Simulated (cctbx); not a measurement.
**Which space group?**

Cell: a = 5.9450 Å, b = 5.9450 Å, c = 3.8350 Å, α = 90.00°, β = 90.00°, γ = 120.00°. Expected content of the cell: W3 Rh3 P3.

Simulated single-crystal data (cctbx): synchrotron X-rays, λ = 0.7749 Å, to d = 0.7 Å, 95 % of the full sphere, strongest reflection 40000 counts, noise from counting, a 2 % proportional error and a noise floor of 2 counts (s.d.); no absorption.

A first pass over the reflections prints:

```text
1385 reflections to d = 0.700 A
centring   violations  <I/sigma> of those
    A        704 of   711     28.8
    B        698 of   705     28.9
    C        684 of   698     28.3
    I        695 of   703     28.8
    R        917 of   929     28.7
    F       1043 of  1057     28.7
Laue class    unique    Rint  (classes that these axes allow; Friedel mates merged)
P -1              727   0.052
P 1 1 2/m         416   0.053
P -3              246   0.054
P -3 1 m          144   0.054
P -3 m 1          158   0.054
P 6/m             142   0.054
P 6/m m m          99   0.055
space group    extra absences  I>4sigma  <I/sigma>
P 6 2 2                 0          0         -  acentric
P 6 m m                 0          0         -  acentric
P -6 m 2                0          0         -  acentric
P -6 2 m                0          0         -  acentric
P 6/m m m               0          0         -  centric
Wilson B = 0.84 A^2   <|E^2-1|> = 0.644 (0.968 centric, 0.736 acentric)   E^2>4: 0.0 %
shell (A)         n   <I/sigma>
 5.15 - 1.39     17     65.5
 1.39 - 1.11     15     79.8
 1.11 - 0.97      9     61.6
 0.97 - 0.88     13     63.6
 0.88 - 0.82     12     69.7
 0.82 - 0.77      9     58.6
 0.77 - 0.73     12     48.7
 0.73 - 0.70     12     43.2
```

**Question.** What are the lattice type, the Laue class and the likely space group?

Every centring test has many violations, so the lattice is primitive.

Rint stays low (0.052 to 0.055) up to P 6/m m m, the highest class in these axes. It includes Bijvoet differences, since Friedel mates are merged.

5 settings pass the absence test. No glide or screw absences show, which leaves P 6 2 2, P 6 m m, P -6 m 2, P -6 2 m and P 6/m m m.

⟨|E²−1|⟩ = 0.644 leans to a non-centrosymmetric structure, or to twinning, which lowers it. The Wilson B of 0.84 Å² means U ≈ 0.0106 Å².

The true group is P-62m (no. 189), Laue class 6/mmm, non-centrosymmetric. The tables only narrow the choice to the tied entries; cell content, site symmetry and trial solutions must settle it.

This is a model crystal, built by substitution and not relaxed, with assumed displacement parameters.

[Logs are printed without paths, hosts, clocks, repeated set-up lines and the standing remarks that a program may print on its own settings, such as how far it seeks lower states.]
